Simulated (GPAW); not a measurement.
# SnO (Romarchite): the gap under hydrostatic strain

Aim: the gap of SnO (Romarchite) under hydrostatic strain, by LDA and G0W0.

Program: GPAW 26.7.0. Level of theory: LDA and many-body steps on it, plane waves. Results are calculated unless marked as measured.

## 1. The structure

The structure is tetragonal, space group P4/nmm (No. 129). The conventional cell has a = 3.799 Å, b = 3.799 Å, c = 4.841 Å, α = 90.00°, β = 90.00°, γ = 90.00°. Sn has 4 O at 2.22 Å nearest. O has 4 Sn at 2.22 Å nearest. Farther neighbours and most contacts between anions are not listed.

As a file:

```cif
data_structure
_symmetry_space_group_name_H-M 'P4/nmm:1'
_symmetry_Int_Tables_number 129
_cell_length_a 3.7986
_cell_length_b 3.7986
_cell_length_c 4.8408
_cell_angle_alpha 90.000
_cell_angle_beta 90.000
_cell_angle_gamma 90.000
_cell_volume 69.85
loop_
_atom_site_label
_atom_site_type_symbol
_atom_site_symmetry_multiplicity
_atom_site_Wyckoff_symbol
_atom_site_fract_x
_atom_site_fract_y
_atom_site_fract_z
_atom_site_occupancy
Sn1 Sn 2 c 0.50000 0.00000 0.23690 1
O1 O 2 a 0.00000 0.00000 0.00000 1
```

The cell is from the Crystallography Open Database; fractional positions held.

## 2. Ground state

This step: GPAW 26.7.0; DFT, LDA, plane waves, PAW.

The ground-state density comes first.

run.py reads:

```python
import json
import numpy as np
from gpaw.mpi import world
from ase import Atoms
from gpaw import GPAW, PW, FermiDirac

atoms = Atoms(['Sn', 'Sn', 'O', 'O'],
    cell=[[3.7986000000, 0.0000000000, 0.0000000000],
      [0.0000000000, 3.7986000000, 0.0000000000],
      [0.0000000000, 0.0000000000, 4.8408000000]],
    scaled_positions=[[0.5000000000, 0.0000000000, 0.2369000000],
      [0.0000000000, 0.5000000000, 0.7631000000],
      [0.0000000000, 0.0000000000, 0.0000000000],
      [0.5000000000, 0.5000000000, 0.0000000000]],
    pbc=(True, True, True))
calc = GPAW(mode=PW(600),
    xc='LDA',
    kpts={'size': (6, 6, 6), 'gamma': True},
    occupations=FermiDirac(0.001),
    nbands=-8,
    convergence={'density': 1e-6, 'bands': -3},
    maxiter=100,
    txt='gs.txt')
atoms.calc = calc
res = {'energy': atoms.get_potential_energy()}
kpts = calc.get_ibz_k_points()
res['kpts'] = kpts
res['eigenvalues'] = [calc.get_eigenvalues(kpt=k) for k in range(len(kpts))]
res['n_electrons'] = calc.get_number_of_electrons()
calc.write('gs.gpw')

if world.rank == 0:
    with open('result.json', 'w') as f:
        json.dump(res, f, default=lambda x: x.tolist())
```

The run is started by

```sh
> mpirun -n 4 gpaw python run.py
```

Numbers of over 12 decimals in the logs are rounded to 6 here.

Output:

```text
__  _  _
 | _ |_)|_||  |
 |__||  | ||/\| - 26.7.0

Input parameters:
  mode=PW(ecut=600.0),
  convergence={'density': 1e-06, 'bands': -3},
  kpts=MonkhorstPack(size=(6, 6, 6), gamma=True),
  maxiter=100,
  nbands=-8,
  occupations=Occupations(name='fermi-dirac', width=0.001, fixmagmom=False),
  xc=XC(name='LDA')
  [... matrices ...]
Diagonalizing LCAO Hamiltonian
Converting LCAO to pw mode
   .--------.
  /|        |
[...]
|         12 |        -1.325 |     2.000 |
|         13 |        -0.187 |     2.000 |
[...]
|         26 |        13.253 |     0.000 |
|         27 |        13.679 |     0.000 |

Gap: 0.147 eV
Transition (v -> c):
  (s=0, k=0, n=19, [0.00, 0.00, 0.00]) -> (s=0, k=36, n=20, [0.50, 0.50, 0.00])
Direct/indirect transitions are different
Direct gap: 1.965 eV
Transition at: (s=0, k=1, n=19, [0.00, 0.00, 0.17])
# Writing to gs.gpw (mode='')
  [... matrices ...]
[key lines of the parts left out:]
Converged in 12 steps
Free energy:     -26.544312
dipole moment: (-23.520299, -23.520299, -27.155199)  # |e|*Ang
Fermi level: 6.445
```

The job ended after 16 s (4 MPI ranks of Arm Neoverse V1, shared host; peak memory 0.74 GiB; 63 s of CPU time).

This step gave:

```
total energy               : -26.54 eV
gap                        : 0.1472 eV
k of the valence top       : 0, 0, 0
k of the conduction bottom : 0.5, 0.5, 0
least direct gap           : 1.965 eV
```

The gap is indirect, with the least direct gap 1.82 eV higher.

## 3. Empty states on the mesh, 4×4×4 mesh, 331 bands

The sums over transitions need many empty states on a uniform mesh; this step solves for them.

run.py reads:

```python
import json
import numpy as np
from gpaw.mpi import world
from gpaw import GPAW

calc = GPAW('gs.gpw').fixed_density(kpts={'size': (4, 4, 4), 'gamma': True},
    parallel={'domain': 1, 'band': 1},
    txt='nscf.txt')
calc.diagonalize_full_hamiltonian(nbands=331)
calc.write('full.gpw', mode='all')
res = {}
kpts = calc.get_ibz_k_points()
res['kpts'] = kpts
res['eigenvalues'] = [calc.get_eigenvalues(kpt=k) for k in range(len(kpts))]
res['n_electrons'] = calc.get_number_of_electrons()

if world.rank == 0:
    with open('result.json', 'w') as f:
        json.dump(res, f, default=lambda x: x.tolist())
```

The run is started by

```sh
> mpirun -n 4 gpaw python run.py
```

Output:

```text
Diagonalizing LCAO Hamiltonian
Converting LCAO to pw mode
convergence criteria:
- Maximum integral of absolute [eigenst]ate change: 4e-08 eV^2 / valence electron
maximum number of iterations: 100

SCF iterations
|iter     |     time |      energy | eigst |  dens |
|iter:   1|  |             | +0.87 |       |
|iter:   2|  |             | -0.75 |       |
|iter:   3|  |             | -2.10 |       |
|iter:   4|  |             | -3.45 |       |
|iter:   5|  |             | -4.58 |       |
|iter:   6|  |             | -5.79 |       |
|iter:   7|  |             | -6.93 |       |
|iter:   8|  |             | -7.64c|       |
SCF steps: 8
  __  _  _
 | _ |_)|_||  |
 |__||  | ||/\| - 26.7.0

Input parameters:
  mode=PW(ecut=600.0),
  convergence={'density': 1e-06, 'bands': -3},
  gpts=array([24, 24, 28]),
  kpts=MonkhorstPack(size=(4, 4, 4), gamma=True),
  maxiter=100,
  nbands=28,
  occupations=Occupations(name='fermi-dirac', width=0.001, fixmagmom=False),
  parallel={'domain': 1, 'band': 1},
  xc=XC(name='LDA')
Matrix size: 2348x2348
# Writing to full.gpw (mode='all')
  [... matrices ...]

timing:  # [seconds]
  Total: 60.662  # ━━━━━━━━━━━━━━━━━━━━━━━━━━━━━━━━━━━━━━━━━━━━━━━━━━━━━━━━━━
```

Run time: 68 s. Hardware: 4 MPI ranks; peak memory 2.5 GiB.

This step gave:

- gap: 0.1472 eV
- k of the valence top: 0, 0, 0
- k of the conduction bottom: 0.5, 0.5, 0
- least direct gap: 1.990 eV
- k points computed: 18
- lowest point of the top converged band, above the valence top: 142.2411 eV

On this mesh the gap is 0.147 eV.

## 4. G0W0, strain +0 %

Now the one-shot GW correction: screening in the RPA, then the self-energy of the levels asked for.

This step: G0W0 on LDA, plane waves, PAW.

run.py reads:

```python
import json
import numpy as np
from gpaw.mpi import world
from gpaw.response.g0w0 import G0W0

gw = G0W0('full.gpw',
    filename='gw',
    kpts=[0, 15],
    bands=(18, 22),
    ecut=np.float64(160.0),
    integrate_gamma='WS',
    ppa=True,
    ecut_extrapolation=True)
gw.calculate()
res = {mode: {k: v for k, v in r.items() if k != 'sigma_eskwn'}
       for mode, r in gw.all_results.items()}

if world.rank == 0:
    with open('result.json', 'w') as f:
        json.dump(res, f, default=lambda x: x.tolist())
```

The run is started by

```sh
> mpirun -n 4 gpaw python run.py
```

Output:

```text
Using integrator: PointIntegrator
FrequencyGridDescriptor(from 0.000+0.000j to 0.000+27.211j eV, 2 points)
Nonperiodic BCs:  [False False False]
Using integrator: PointIntegrator
FrequencyGridDescriptor(from 0.000+0.000j to 0.000+27.211j eV, 2 points)
Nonperiodic BCs:  [False False False]
  ___  _ _ _
 |   || | | |
 | | || | | |
 |__ ||_____|
 |___|

BZ k-points: Symmetries present (total): 8

  [... matrices ...]
64 k-points: 4 x 4 x 4 Monkhorst-Pack grid + [1/8,1/8,1/8]
18 k-points in the irreducible part of the Brillouin zone
       k-points in crystal coordinates                weights
   0:     0.00000000    0.00000000    0.00000000          1/64
   1:     0.00000000    0.00000000    0.25000000          2/64
   2:     0.00000000    0.00000000    0.50000000          1/64
[...]
9:     0.50000000    0.00000000    0.00000000          2/64
          ...
  17:     0.50000000    0.50000000    0.50000000          1/64

Distributing spins, k-points and bands (1 x 2 x 4) over 4 processes
Number of blocks: 1

Quasi particle states:
k-points (IBZ indices): [0, 15]
Band range: (18, 22)
  [... matrices ...]
Computational parameters:
Extrapolating to infinite plane wave cut-off using points at:
  137.884 eV
  147.917 eV
  160.000 eV
Number of bands: 321
Coulomb cutoff: None
Broadening: 0.1 eV

fxc modes: GW
Kernel: RPA
Using Godby-Needs plasmon-pole approximation:
  Fitting energy: i*E0, E0 = 1.000 Hartree
Summing all q:

Calculating screened Coulomb potential
No Coulomb truncation
FrequencyGridDescriptor(from 0.000+0.000j to 0.000+27.211j eV, 2 points)
Removing empty qpoint cache files...

Calculating chi0 body with:
    Ground state adapter containing:
    Number of spins: 1
    Number of kpoints: 64
    Number of irreducible kpoints: 18
    Number of completely occupied states: 20
    Number of partially occupied states: 20
    Occupied states memory: 4.921875 M / cpu

    Linear response parametrization:
    q_c: [0.0, 0.0, 0.0]
    Number of frequency points: 2
    Planewave cutoff: 160.0
    Number of bands: 321
    Number of planewaves: 309
    Broadening (eta): 1e-06
    comm.size: 4
    kncomm.size: 4
    blockcomm.size: 1

    Memory estimate of potentially large arrays:
        chi0_wGG: 2.913849 M / cpu
Integrating chi0 body.

Symmetries of q_c:
    Direct symmetries (Uq -> q): 8
    Indirect symmetries (TUq -> q): 8
In total 16 allowed symmetries.

  [... matrices ...]
18 groups of equivalent kpoints. 71.875% reduction.

Integral kind: response function
Integrating chi0 head and wings.

Symmetries of q_c:
    Direct symmetries (Uq -> q): 8
    Indirect symmetries (TUq -> q): 8
In total 16 allowed symmetries.

  [... matrices ...]
18 groups of equivalent kpoints. 71.875% reduction.

Integral kind: response function wings

Calculating chi0 body with:
    Ground state adapter containing:
    Number of spins: 1
    Number of kpoints: 64
    Number of irreducible kpoints: 18
    Number of completely occupied states: 20
    Number of partially occupied states: 20
    Occupied states memory: 4.921875 M / cpu

    Linear response parametrization:
[... the further q-points ...]
Extrapolating selfenergy to infinite energy cutoff:
  Performing linear fit to 3 points
  Warning: Bad quality of linear fit for some (n,k).
           Higher cutoff might be necessary.
  Minimum R^2 = 0.7145. (R^2 Should be close to 1)
  [... matrices ...]
Results:
f:      Occupation numbers
eps:     KS-eigenvalues [eV]
vxc:     KS vxc [eV]
exx:     Exact exchange [eV]
sigma:   Self-energies [eV]
dsigma:  Self-energy derivatives
Z:       Renormalization factors
qp:      QP-energies [eV]

k-point 0 (0): (0.000, 0.000, 0.000)                GW
band       f     eps     vxc     exx   sigma  dsigma       Z      qp
                                                                   GW
  18   1.000   3.244 -20.965 -25.856   4.336  -0.377   0.726   2.841
  19   1.000   6.426 -18.344 -18.796   0.402  -0.278   0.783   6.387
  20   0.000   8.505 -15.388 -10.511  -4.077  -0.239   0.807   9.150
[...]
k-point 1 (15): (0.500, 0.500, 0.000)                GW
band       f     eps     vxc     exx   sigma  dsigma       Z      qp
                                                                   GW
[...]
20   0.000   6.573 -11.698  -8.008  -3.356  -0.228   0.814   6.845
  21   0.000   6.573 -11.698  -8.008  -3.355  -0.228   0.814   6.845
```

Elapsed: 9.7 min, on 4 MPI ranks; peak memory 1.7 GiB; 39 min of CPU time.

This step gave:

```yaml
quasiparticle_gap_on_the_points_computed: 0.4584 eV
least_direct_quasiparticle_gap_on_the_computed_points: 2.764 eV
z_at_the_valence_top: 0.7828
z_at_the_conduction_bottom: 0.8144
starting_gap_on_the_mesh: 0.1472 eV
k_of_the_valence_top: 0, 0, 0
k_of_the_conduction_bottom: 0.5, 0.5, 0
gaps_at_the_cutoffs_of_the_extrapolation: 0.2567, 0.2761, 0.2973 eV
```

The gap on the mesh goes from 0.15 eV to 0.46 eV, a correction of +0.31 eV.

## 5. One-shot HSE06, strain +0 %

This step: one-shot HSE06 levels on LDA orbitals, plane waves, PAW.

run.py reads:

```python
import json
import numpy as np
from gpaw.mpi import world
from gpaw.hybrids.eigenvalues import non_self_consistent_eigenvalues

dft, vxc, vxc_hyb = non_self_consistent_eigenvalues('full.gpw', 'HSE06', 18, 22, kpt_indices=[0, 15])
res = {'dft': dft[0], 'hybrid': (dft - vxc + vxc_hyb)[0]}
if world.rank == 0:
    with open('hybrid.txt', 'w') as f:
        for k, e0, e1 in zip([0, 15], res['dft'], res['hybrid']):
            print(k, ' '.join(f'{x:9.4f}' for x in e0), '|', ' '.join(f'{x:9.4f}' for x in e1), file=f)

if world.rank == 0:
    with open('result.json', 'w') as f:
        json.dump(res, f, default=lambda x: x.tolist())
```

The run is started by

```sh
> mpirun -n 4 gpaw python run.py
```

Output:

```text
IBZ(<points: 18, symmetries: 8>)
Occupied bands: 20
Transforming wave functions from IBZ to BZ: 0.028 seconds
Distributing wave functions and iFFT-ing to real space: 0.333 seconds
Calculating eigenvalues:
  k-points: 2
  Bands: 18-21 (inclusive)
  Seconds: 1.278 (wave-function broadcasting: 0.010 seconds)
HSE06-eigenvalue shifts:
  min: -1.065 eV
  ave: 0.184 eV
  max: 0.931 eV
```

The job ended after 4.4 s (4 MPI ranks; peak memory 1.2 GiB).

This step gave:

* starting gap on the mesh: 0.1472 eV
* hybrid gap on the mesh: 0.5654 eV
* least direct hybrid gap on the computed points: 2.714 eV

## 6. G0W0, strain +3 %

This step: G0W0 on LDA, plane waves, PAW.

The cell differs from the one that the last finished run ended in (a 3.799 → 3.836 Å, b 3.799 → 3.836 Å, c 4.841 → 4.889 Å).

run.py reads:

```python
import json
import numpy as np
from gpaw.mpi import world
from gpaw.response.g0w0 import G0W0

gw = G0W0('full.gpw',
    filename='gw',
    kpts=[0, 15],
    bands=(18, 22),
    ecut=np.float64(156.878),
    integrate_gamma='WS',
    ppa=True,
    ecut_extrapolation=True)
gw.calculate()
res = {mode: {k: v for k, v in r.items() if k != 'sigma_eskwn'}
       for mode, r in gw.all_results.items()}

if world.rank == 0:
    with open('result.json', 'w') as f:
        json.dump(res, f, default=lambda x: x.tolist())
```

The run is started by

```sh
> mpirun -n 4 gpaw python run.py
```

Output:

```text
Using integrator: PointIntegrator
FrequencyGridDescriptor(from 0.000+0.000j to 0.000+27.211j eV, 2 points)
Nonperiodic BCs:  [False False False]
Using integrator: PointIntegrator
FrequencyGridDescriptor(from 0.000+0.000j to 0.000+27.211j eV, 2 points)
Nonperiodic BCs:  [False False False]
  ___  _ _ _
 |   || | | |
 | | || | | |
 |__ ||_____|
 |___|

BZ k-points: Symmetries present (total): 8

  [... matrices ...]
64 k-points: 4 x 4 x 4 Monkhorst-Pack grid + [1/8,1/8,1/8]
18 k-points in the irreducible part of the Brillouin zone
[...]
GW
  18   1.000   3.024 -20.857 -25.709   4.313  -0.407   0.711   2.641
  19   1.000   5.994 -18.365 -18.984   0.534  -0.283   0.780   5.928
  20   0.000   8.027 -15.135 -10.336  -4.013  -0.240   0.807   8.661
[...]
k-point 1 (15): (0.500, 0.500, 0.000)                GW
band       f     eps     vxc     exx   sigma  dsigma       Z      qp
                                                                   GW
[...]
20   0.000   6.239 -11.560  -7.870  -3.347  -0.229   0.814   6.518
  21   0.000   6.239 -11.560  -7.870  -3.347  -0.229   0.814   6.518
```

Wall time 9.7 min (4 MPI ranks); peak memory 1.8 GiB.

This step gave:

* quasiparticle gap on the points computed: 0.5899 eV
* least direct quasiparticle gap on the computed points: 2.733 eV
* starting gap on the mesh: 0.2443 eV
* k of the valence top: 0, 0, 0
* k of the conduction bottom: 0.5, 0.5, 0
* gaps at the cutoffs of the extrapolation: 0.3835, 0.4034, 0.4251 eV

The gap on the mesh goes from 0.24 eV to 0.59 eV, a correction of +0.35 eV.

Ground state, empty states and screening of this cell were made anew, as for the first cell; those steps are not shown. Ions: fractional positions held.

(Continued in part 2 of 2.)

[Paths, hosts, dates, memory and timing lines, banners, echoed tables and standing remarks are left out of the program output.]

[Logs are printed without paths, hosts, clocks, repeated set-up lines and the standing remarks that a program may print on its own settings, such as how far it seeks lower states.]

[Runs of the session that timed out or met a known fault of the program may be left out.]

[No measured gap is set beside runs whose start may be inverted or whose files or cutoffs have a known fault.]

[Hosts, paths, dates, database ids (printed as entryN), source tags and the programs' standing remarks are cut or masked in the printed files.]
